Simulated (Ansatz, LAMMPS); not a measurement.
## Electronic structure of amorphous polyisobutylene (as short chains C22H46) at 460 K (136 atoms)

What does DFT give for amorphous polyisobutylene (as short chains C22H46) at 460 K (136 atoms) as built?

Program: Ansatz 0.2.0. Level of theory: Kohn-Sham DFT, r2SCAN+D3(BJ), PAW (set soft_2), plane waves. Results are calculated unless marked as measured.

### Step 1. The structure

The cell holds 136 atoms: 44 C and 92 H. Its edges and angles: a = 10.871 Å, b = 10.871 Å, c = 10.871 Å, α = 90.0°, β = 90.0°, γ = 90.0°. 2 polyisobutylene chains of 5 units with methyl end groups placed at random, at 0.803 g/cm³; overlaps pushed apart, then 20 ps at 800 K with MMFF94 bonds, angles, torsions, charges and radii (Halgren, J. Comput. Chem. 17, 490 (1996)) in harmonic and 12-6 forms. Snapshot after 30 ps at 460 K and fixed volume.

What the set-up can't give: The network of contacts between molecules at the start is that of the classical potential that made the cell, and needn't be the one that DFT or experiment would give. The density was typed from a rule of thumb and may lie off the real one at this temperature. The Brillouin zone is sampled at Γ only, in a cell whose shortest periodic width is 11 Å.

### Step 2. Making the structure

A classical potential supplies the starting structure, since it reaches far longer times than DFT.

This step: classical MD, MMFF94 bonds, angles, torsions, charges and radii (Halgren, J. Comput. Chem. 17, 490 (1996)) in harmonic and 12-6 forms; charges of ions scaled by 0.8 (LAMMPS 22 Jul 2025 - Update 4).

File in.lmp:

```
# amorphous polyisobutylene
units real
atom_style full
boundary p p p
bond_style harmonic
angle_style harmonic
dihedral_style opls
improper_style harmonic
special_bonds lj 0 0 0.5 coul 0 0 0.75
read_data data.lmp
neigh_modify delay 0 every 1 check yes one 4000
comm_modify cutoff 12.0
timestep 0.5
thermo_style custom step time temp pe press density
thermo_modify norm yes
# push overlapping molecules apart
pair_style soft 2.6
pair_coeff * * 0.0
variable a equal ramp(1,60)
fix ad all adapt 1 pair soft a * * v_a
velocity all create 800 501249 mom yes dist gaussian
fix lim all nve/limit 0.03
fix lan all langevin 800 800 50 501250 zero yes
thermo 1000
run 3000 post no
unfix ad
pair_style lj/cut 9.0
pair_modify mix arithmetic tail yes
pair_coeff 1 1 0.0678 3.3680   # C
pair_coeff 2 2 0.0216 2.5400   # H
thermo 100
minimize 1e-5 1e-3 300 3000
reset_timestep 0
velocity all create 800 501251 mom yes dist gaussian
# [... 13 lines left out ...]
compute msd all msd com yes
thermo 7500
fix md all nvt temp 460 460 100
run 30000 post no
print "== T460: mean square displacement over the hold $(c_msd[4]:%.2f) A^2"
unfix md
uncompute msd
write_dump all custom T460.dump id type xs ys zs modify sort id
```

Command:

```sh
$ lmp -in in.lmp -log none -nocite
```

Numbers of over 12 decimals in the logs are rounded to 6 here.

Log:

```text
LAMMPS (22 Jul 2025 - Update 4)
Reading data file ...
  orthogonal box = (0 0 0) to (10.87075 10.87075 10.87075)
  136 atoms
  orthogonal box = (0 0 0) to (10.87075 10.87075 10.87075)
  134 bonds
  264 angles
  378 dihedrals
   Step          Time           Temp          PotEng         Press         Density
         0   0              800            1.2839723     -20023.071      0.80300077
      1000   500            635.36033      3.6421662      10879.216      0.80300077
      2000   1000           563.19911      4.0910462      47303.611      0.80300077
      3000   1500           561.13617      4.1622122      32706.945      0.80300077
WARNING: Bond/angle/dihedral extent > half of periodic box length
Loop time of 0.366086 s on 1 MPI rank(s) for 3000 steps with 136 atoms
WARNING: Bond/angle/dihedral extent > half of periodic box length
   Step          Time           Temp          PotEng         Press         Density
      3000   1500           561.13617      2.72859       -31354.351      0.80300077
      3100   1550           561.13617      0.72342732     7446.1416      0.80300077
      3200   1600           561.13617      0.70438838     7342.0544      0.80300077
      3288   1644           561.13617      0.69979053     7097.1906      0.80300077
[... 10 lines left out ...]
      2000   1000           559.43394      2.5746512      11973.68       0.80300077
WARNING: Bond/angle/dihedral extent > half of periodic box length
Loop time of 0.750908 s on 1 MPI rank(s) for 2000 steps with 136 atoms
WARNING: Bond/angle/dihedral extent > half of periodic box length
   Step          Time           Temp          PotEng         Press         Density
      2000   1000           559.43394      2.5746512      11973.68       0.80300077
[... 5 lines left out ...]
WARNING: Bond/angle/dihedral extent > half of periodic box length
Loop time of 8.59788 s on 1 MPI rank(s) for 20000 steps with 136 atoms
WARNING: Bond/angle/dihedral extent > half of periodic box length
   Step          Time           Temp          PotEng         Press         Density
[... 4 lines left out ...]
Loop time of 8.50853 s on 1 MPI rank(s) for 20000 steps with 136 atoms
   Step          Time           Temp          PotEng         Press         Density
[... 2 lines left out ...]
     52500   51500          490.18734      1.7906969      2134.5975      0.80300077
     60000   59000          477.80465      1.953294       14453.801      0.80300077
     67500   66500          434.37983      2.0584358     -916.17008      0.80300077
     72000   71000          451.47128      1.9534443      5895.2977      0.80300077
WARNING: Bond/angle/dihedral extent > half of periodic box length
Loop time of 12.5462 s on 1 MPI rank(s) for 30000 steps with 136 atoms
== T460: mean square displacement over the hold 3.06 A^2
```

Run time: 31 s. Hardware: 1 thread of Arm Neoverse V2, shared host; peak memory 0.12 GiB.

The input also reads data.lmp (atoms, bonds and types; not printed here).

### Step 3. Plane-wave single point

The electrons are solved once, with the atoms held.

File input.yaml:

```yaml
crystal:
  lattice:
    - [10.87075, 0.0, 0.0]
    - [0.0, 10.87075, 0.0]
    - [0.0, 0.0, 10.87075]
  atoms:
    - { symbol: C, position: [0.07912, 0.62147, 0.53483] }
    - { symbol: C, position: [0.96713, 0.65748, 0.60685] }
    - { symbol: C, position: [0.91777, 0.56721, 0.69885] }
    - { symbol: C, position: [0.93052, 0.43296, 0.65064] }
    - { symbol: C, position: [0.77887, 0.5858, 0.72838] }
    - { symbol: C, position: [0.99448, 0.56328, 0.8197] }
    - { symbol: C, position: [0.02001, 0.68777, 0.88856] }
    - { symbol: C, position: [0.13805, 0.7576, 0.83341] }
    - { symbol: C, position: [0.92267, 0.78405, 0.88796] }
    - { symbol: C, position: [0.05995, 0.65917, 0.01417] }
    - { symbol: C, position: [0.98128, 0.5853, 0.11251] }
    - { symbol: C, position: [0.01732, 0.64019, 0.23927] }
    - { symbol: C, position: [0.84569, 0.61079, 0.09762] }
    - { symbol: C, position: [0.02641, 0.45232, 0.11022] }
    - { symbol: C, position: [0.94892, 0.33805, 0.14519] }
    - { symbol: C, position: [0.90656, 0.34365, 0.2796] }
    - { symbol: C, position: [0.82751, 0.33707, 0.07599] }
    - { symbol: C, position: [0.02665, 0.21624, 0.14799] }
    - { symbol: C, position: [0.08557, 0.16749, 0.03165] }
    - { symbol: C, position: [0.0147, 0.19025, 0.92118] }
    - { symbol: C, position: [0.11258, 0.02807, 0.0607] }
    - { symbol: C, position: [0.21, 0.23685, 0.01323] }
    - { symbol: H, position: [0.07834, 0.53612, 0.48136] }
    - { symbol: H, position: [0.16038, 0.61689, 0.59605] }
    - { symbol: H, position: [0.09827, 0.6949, 0.47472] }
    - { symbol: H, position: [0.8901, 0.689, 0.54412] }
    - { symbol: H, position: [0.9935, 0.75053, 0.64088] }
    - { symbol: H, position: [0.90511, 0.36552, 0.71863] }
    - { symbol: H, position: [0.02301, 0.41578, 0.63818] }
    - { symbol: H, position: [0.88406, 0.42305, 0.56178] }
    - { symbol: H, position: [0.76623, 0.68557, 0.7416] }
    - { symbol: H, position: [0.73009, 0.55779, 0.64595] }
    [... 98 atom lines left out ...]
    - { symbol: H, position: [0.7365, 0.89633, 0.98916] }
    - { symbol: H, position: [0.63711, 0.946, 0.88373] }
    - { symbol: H, position: [0.66456, 0.04444, 0.98934] }
    - { symbol: H, position: [0.36975, 0.95212, 0.9904] }
    - { symbol: H, position: [0.47518, 0.08449, 0.03494] }
    - { symbol: H, position: [0.39554, 0.98872, 0.14515] }
kpoints:
  mp_grid: { grid: [1, 1, 1] }
hamiltonian:
  xc: r2scan
  dispersion: d3bj
scf:
  occupations: { method: fixed }
output:
  forces: true
  stress: true
  populations: true
  dos:
    method: { smearing: { sigma: 0.08 } }
    de: 0.1
    projected: { site_lists: { C: [C], H: [H] } }
  eigenvalues: true
  write_density: true
  write_potential: true
  volumetric_format: npy
```

Command:

```sh
$ ansatz run input.yaml --threads 8 --pin off --max-ram 15872MiB --backend cpu --events-out ev --progress --plain --runs-dir out
```

Log:

```text
Warning: the engine holds no damping parameters fitted to this dispersion correction and functional, so the run takes those fitted to r2scan beside the three-body term, which d3bj leaves out (hamiltonian.dispersion, under Limitations)
Engine: ansatz 0.2.0, aarch64-unknown-linux-gnu
Pseudopotentials: kind: paw
Pseudopotential: C, paw, valence charge 4, recommended cutoff 500 eV (meta_gga), C.paw.azcp
Pseudopotential: H, paw, valence charge 1, recommended cutoff 500 eV (meta_gga), H.paw.azcp
Functional definition: r2SCAN
  parameter k0 = 0.174
  parameter k1 = 0.065
  parameter a1 = 4.9479
  exchange = r2scan_x(k0 = k0, k1 = k1, a1 = a1)
  correlation = r2scan_c
Crystal: 136 atoms, lattice volume = 1284.631 Å³
Basis set: ecut = 500 eV, 32531 PW (Γ), exchange–correlation on 320×320×320 points (64 copies of the dense FFT grid, shifted against one another)
Bands: 270, of which v1, the nominal top of the filled ones, is band 134 counted from 1 (133 counted from 0)
Symmetry: 1 space group operations
Space group: P1 (ITA 1), of the structure as read, at distance tolerance 1.1e-4 Å
k-points: 1
Non-local potential: C, projectors of the file, l = 0: 2, l = 1: 2, l = 2: 1
Non-local potential: H, projectors of the file, l = 0: 2, l = 1: 1
PAW form: soft (Blöchl's): semilocal exchange-correlation on the pseudo side does not see the compensation charge
PAW frozen core: C, regenerated for the run's functional (the file was generated under x = pbe(κ = 0.804, μ = 0.219515), c = pbe(β = 0.066725))
PAW one-centre angular grid: C, 302 points (default); XC on 239 of its mesh's 2573 points in the sphere
PAW one-centre angular grid: H, 302 points (default); XC on 160 Gauss nodes
Initial density: superposition of atomic densities (neutral atoms: chi_scale 0, normalization atom), corrected by the library's trained network
Initial wavefunctions: pseudopotential atomic-orbital guess
Functional: x = r2scan, c = r2scan; τ floored in thin density (d = 2e-4 eV/Å³)
SCF iter   1: F=—  HF=-12559.807460 eV  |F-HF|=—  |Δ(HF+E_count)|=         —  Δρ=6.42e-3  dr2=4.32e-1  dr2_τ=9.73e0  ethr=1.77e-3  ⟨swp⟩=4.0  Hψ=943  notcnv=0  defer=132
preconditioner: auto → Resta (q_TF=auto, 2.101 Å⁻¹)  ε∞=2.1  [insulator: Δε(μ)=5.304 eV  Ē_g=16.283 eV  n_scr=202 (ndim 8)  ℏωp=17.0 eV  f_vac=0.268  ε∞_Penn≈2.1]
SCF iter   2: F=—  HF=-12557.685093 eV  |F-HF|=—  |Δ(HF+E_count)|=    2.12e0  Δρ=3.23e-3  dr2=9.24e-2  dr2_τ=5.90e-3  ethr=1.61e-4  ⟨swp⟩=3.0  Hψ=453  notcnv=0  defer=134
SCF iter   3: F=—  HF=-12557.696548 eV  |F-HF|=—  |Δ(HF+E_count)|=   1.15e-2  Δρ=7.36e-4  dr2=9.89e-3  dr2_τ=9.35e-4  ethr=3.45e-5  ⟨swp⟩=3.0  Hψ=244  notcnv=0  defer=134
SCF iter   4: F=—  HF=-12557.702523 eV  |F-HF|=—  |Δ(HF+E_count)|=   5.97e-3  Δρ=2.99e-4  dr2=1.74e-3  dr2_τ=2.52e-4  ethr=3.69e-6  ⟨swp⟩=3.0  Hψ=278  notcnv=0  defer=134
SCF iter   5: F=—  HF=-12557.705431 eV  |F-HF|=—  |Δ(HF+E_count)|=   2.91e-3  Δρ=9.34e-5  dr2=2.27e-4  dr2_τ=8.72e-6  ethr=6.49e-7  ⟨swp⟩=3.0  Hψ=273  notcnv=0  defer=134
SCF iter   6: F=—  HF=-12557.706558 eV  |F-HF|=—  |Δ(HF+E_count)|=   1.13e-3  Δρ=2.45e-5  dr2=1.28e-5  dr2_τ=9.90e-7  ethr=8.48e-8  ⟨swp⟩=3.0  Hψ=250  notcnv=0  defer=134
SCF iter   7: F=—  HF=-12557.706732 eV  |F-HF|=—  |Δ(HF+E_count)|=   1.75e-4  Δρ=1.22e-5  dr2=2.61e-6  dr2_τ=2.89e-7  ethr=4.78e-9  ⟨swp⟩=2.0  Hψ=401  notcnv=0  defer=134
SCF iter   8: F=—  HF=-12557.706739 eV  |F-HF|=—  |Δ(HF+E_count)|=   7.08e-6  Δρ=2.83e-6  dr2=1.50e-7  dr2_τ=1.17e-8  ethr=9.76e-10  ⟨swp⟩=2.0  Hψ=273  notcnv=0  defer=134
SCF iter   9: F=-12557.706741 eV  HF=-12557.706741 eV  |F-HF|=8.71e-8  |Δ(HF+E_count)|=   1.24e-6  Δρ=1.12e-6  dr2=2.13e-8  dr2_τ=2.25e-9  ethr=3.73e-11  ⟨swp⟩=24.0  Hψ=2719  notcnv=0
SCF 1 converged in 9 iterations: F = -12557.706741 eV  dr2 = 2.13e-8
  greatest PAW one-centre occupation: 0.691 electrons in one spin orbital (limit 2), on the C atom at site 19 (counted from 0), in its partial waves of l = 0
WARN: The output density's exchange-correlation potential varies sharply where the density is thin. Do not read a vacuum level from v_tot or v_xc, or from such a field of the output density. On a cell that repeats whose density bears no net charge and no dipole along the vacuum's axis use v_es (v_loc + v_h of the components); [...]
SCF converged after 9 iterations
Free energy (F): -12557.706741 eV
Harris-Foulkes:  -12557.706741 eV  (|F-HF|=8.71e-8)
Internal energy: -12557.706741 eV  (E = F + TS)
E sigma→0 (E₀):  -12557.706741 eV
Fermi energy:    -2.124933 eV
--- Per-component energies (eV) ---
  E_band       = -2078.244895
  E_kinetic    = 5338.428642
  E_local      = -19911.993535  (includes V_loc(G=0)·N_el)
  E_nonlocal   = 1332.590940
  E_hartree    = 7701.531708
  E_xc         = -2942.544834
  E_vxc        = -4101.595424  (∫ρ·V_xc dr)
  E_paw        = -4493.577672  (= ΣΔE_a)
  E_vpaw       = -369.400244  (= ΣTr[D̂ρ^β])
  E_aug_tail   = -0.045994  (compensation charges beyond the density's cutoff)
  E_vtau       = 230.708897  (kinetic-family band-sum trace: ∫τ·v_τ [+ j·A + Jᵃ·Aᵃ] dr)
  E_ewald      = 422.057983
  E_disp       = -3.063933  (pairwise vdW)
  E_core_change = -1.090044  (= ΣΔE_core)
  E_smearing   = -0.000000  (= −TS)
  E_closure    = -0.000000  (closes the sum)
  Σ components = -12557.706741   (vs F -12557.706741, Δ=0.00e0)
--- Forces (eV/Å), atoms counted from 1 ---
  atom   1  C      0.93067507    -0.92599565     0.68981916
  atom   2  C     -1.05224486     1.80206544    -1.30305619
  atom   3  C      0.10603565    -1.42187017     1.07726919
  atom   4  C     -1.25395159     1.30473415    -0.30439988
  atom   5  C      1.86772776     1.72090862    -2.70926233
  atom   6  C     -2.50285025     1.92195993    -0.05877093
  atom   7  C      1.37842614     0.36877481    -0.98195122
  atom   8  C      0.24164039    -1.73324540    -1.08350783
  atom   9  C     -2.05765853    -1.01971004    -2.08964263
  atom  10  C      1.17688445    -2.10328384     1.88589107
  atom  11  C      1.16616084     1.75049828     0.92398993
  atom  12  C     -0.53471779    -0.56180124     0.27616524
  atom  13  C      0.15997983     0.75346692    -0.71108293
  atom  14  C     -3.34401779    -0.86405560    -1.47433640
[...]
atom 135  H     -0.82360795    -1.07759763    -0.03431712
  atom 136  H     -0.09516151     0.38542801    -0.59725532
  max |Σ_I F_I| component: 1.51e-4 eV/Å
--- Stress (GPa, compression-positive) ---
        1.826636      -1.331199       0.163689
       -1.331199       0.141963       0.646034
        0.163689       0.646034       2.359335
  P = ⅓ Tr σ = 1.4426 GPa (14.426 kbar)
--- Band table (eV) ---
  k-point 0: bands = ["-17.9375", "-17.7765", "-17.6224", "-17.4338", [... 254 levels ...], "11.5877", "11.6230", "11.6782", "11.7297", "11.8502", "11.8787", "11.9063", "11.9791", "12.0144", "12.0651", "12.1241", "12.1389"]
--- Löwdin populations: 136 sites ---
  site symbol       q [e]
     0      C      4.4505
     1      C      4.2545
     2      C      3.9008
[...]
135      H      0.8400
  spilling = 0.011132 (of n_electrons = 268.000000)
```

It took 17 s on 8 threads of Arm Neoverse V2, shared host; peak memory 3 GiB.

The program notes that the exchange-correlation potential is rough where the density is thin. Further notices: dispersion damping borrowed.

The run gave:

```yaml
free_energy: -12557.7067 eV
free_energy_per_atom: -92.3361 eV/atom
scf_cycles: 9
pressure: 1.443 GPa
r_m_s_force_component: 0.9993 eV/Å
longest_force: 4.133 eV/Å
fermi_energy: -2.125 eV
spacing_of_highest_filled_and_lowest_empty_level: 5.603 eV
spilling_of_the_projection: 0.01113
```

Length of the force by element:

| element | coordination | atoms | mean length of the force (eV/Å) | spread | least | most |
| --- | --- | --- | --- | --- | --- | --- |
| C | all | 44 | 2.19 | 0.876 | 0.261 | 4.13 |
| H | all | 92 | 1.16 | 0.640 | 0.188 | 3.55 |

Löwdin charges by element (they lack the spilled electrons, 0.022 e an atom on average):

| element | coordination | atoms | mean charge (e) | spread | least | most |
| --- | --- | --- | --- | --- | --- | --- |
| C | all | 44 | -0.294 | 0.223 | -0.492 | 0.114 |
| H | all | 92 | 0.173 | 0.015 | 0.139 | 0.211 |

States in the cell by windows of 1 eV, zero at the Fermi level; the larger projections on atomic orbitals stand beside the total:

| from (eV) | to (eV) | total | C p | H s | C s |
| --- | --- | --- | --- | --- | --- |
| -17 | -16 | 0.0 | 0.0 | 0.0 | 0.0 |
| -16 | -15 | 9.3 | 1.1 | 1.7 | 6.4 |
| -15 | -14 | 8.0 | 1.3 | 1.4 | 5.2 |
| -14 | -13 | 2.7 | 0.5 | 0.5 | 1.7 |
| -13 | -12 | 4.1 | 0.6 | 1.1 | 2.3 |
| -12 | -11 | 29.2 | 5.5 | 9.2 | 14.2 |
| -11 | -10 | 10.6 | 1.9 | 3.2 | 5.3 |
| -10 | -9 | 4.0 | 1.0 | 1.3 | 1.7 |
| -9 | -8 | 4.0 | 1.9 | 0.8 | 1.3 |
| -8 | -7 | 8.2 | 4.0 | 1.9 | 2.2 |
| -7 | -6 | 7.8 | 3.9 | 2.1 | 1.7 |
| -6 | -5 | 21.3 | 15.1 | 5.4 | 0.5 |
| -5 | -4 | 32.2 | 22.1 | 9.1 | 0.5 |
| -4 | -3 | 31.1 | 20.3 | 9.9 | 0.5 |
| -3 | -2 | 40.9 | 26.0 | 14.3 | 0.3 |
| -2 | -1 | 32.6 | 22.8 | 9.2 | 0.5 |
| -1 | 0 | 21.3 | 15.9 | 4.8 | 0.4 |
| 0 | 1 | 0.6 | 0.5 | 0.1 | 0.0 |
| 1 | 5 | 0.0 | 0.0 | 0.0 | 0.0 |

The curve was stored every 0.10 eV, coarse against its broadening of 0.08 eV, so these counts are rough.

With fixed occupations the program's Fermi level is the highest filled level; weight inside the gap is the broadening of levels at its edges.

The levels nearest the highest filled one (over half full), pooled over k-points and spins:

| level less the highest filled one (eV) | occupation |
| --- | --- |
| -0.586 | 2 |
| -0.382 | 2 |
| -0.313 | 2 |
| -0.139 | 2 |
| -0.0535 | 2 |
| 0 | 2 |
| 5.60 | 0 |
| 6.44 | 0 |
| 6.66 | 0 |
| 6.70 | 0 |
| 6.73 | 0 |
| 6.79 | 0 |

Valence density in the ab plane at fractional z = 0.003, with atoms of C and H within 0.2 Å of it. It is the smooth field of the valence electrons, not physical close to the nuclei.

Values in e/Å³, 13 rows by 16 columns, each cell a mean:
```
0.1 0.4 1.0 0.2 0.1 0.6 1.3 0.8 0.6 1.0 1.6 1.1 0.3 0.0 0.0 0.0
0.0 0.0 0.1 0.0 0.0 0.1 0.2 0.4 0.9 0.8 0.7 0.9 0.4 0.1 0.1 0.2
0.1 0.1 0.1 0.0 0.0 0.1 0.3 1.2 1.5 0.4 0.1 0.1 0.0 0.1 0.1 0.2
0.7 1.0 0.3 0.0 0.0 0.1 0.3 0.8 1.4 0.8 0.1 0.0 0.0 0.1 0.1 0.1
1.2 1.6 1.1 0.1 0.0 0.0 0.0 0.1 0.3 0.3 0.0 0.0 0.1 0.3 0.1 0.3
0.3 0.5 0.6 0.1 0.0 0.0 0.0 0.0 0.0 0.0 0.0 0.0 0.4 0.9 0.2 0.1
0.3 0.2 0.0 0.0 0.0 0.0 0.0 0.1 0.2 0.1 0.0 0.0 0.1 0.1 0.1 0.1
0.6 0.4 0.1 0.1 0.0 0.0 0.0 0.1 0.1 0.1 0.0 0.0 0.2 0.6 0.2 0.1
0.1 0.1 0.5 1.2 0.2 0.0 0.0 0.0 0.0 0.0 0.0 0.0 0.4 1.1 0.4 0.1
0.3 0.3 0.9 1.7 0.7 0.1 0.0 0.0 0.0 0.0 0.0 0.0 0.2 0.2 0.1 0.1
1.0 1.5 1.2 1.0 0.5 0.1 0.0 0.0 0.0 0.0 0.0 0.0 0.0 0.0 0.1 0.2
0.4 0.9 0.5 0.1 0.0 0.0 0.1 0.4 0.2 0.1 0.2 0.1 0.0 0.0 0.0 0.1
0.2 0.8 1.1 0.2 0.0 0.2 0.6 0.8 0.3 0.3 1.2 0.6 0.1 0.0 0.0 0.0
```
Columns run along a (10.9 Å), rows up along b (10.9 Å). Atoms in or near the plane, at fractional coordinates: C at (0.06, 0.66), C at (0.21, 0.24), H at (0.15, 0.61), H at (0.82, 0.57), H at (0.05, 0.43), H at (0.15, 0.98), H at (0.20, 0.33), C at (0.50, 0.78), H at (0.56, 0.69), H at (0.74, 0.90), H at (0.66, 0.04), H at (0.37, 0.95).

(Part 1 of 2 ends here.)

[Logs are printed without paths, hosts, clocks, repeated set-up lines and the standing remarks that a program may print on its own settings, such as how far it seeks lower states.]

[Hosts, paths, dates, database ids (printed as entryN), source tags and the programs' standing remarks are cut or masked in the printed files.]

[The MMFF94 radii named for the starting cell were scaled by 0.96; in molecules described by MMFF94, hydrogen bound to N, O or S took a small fixed 12-6 site in their place.]
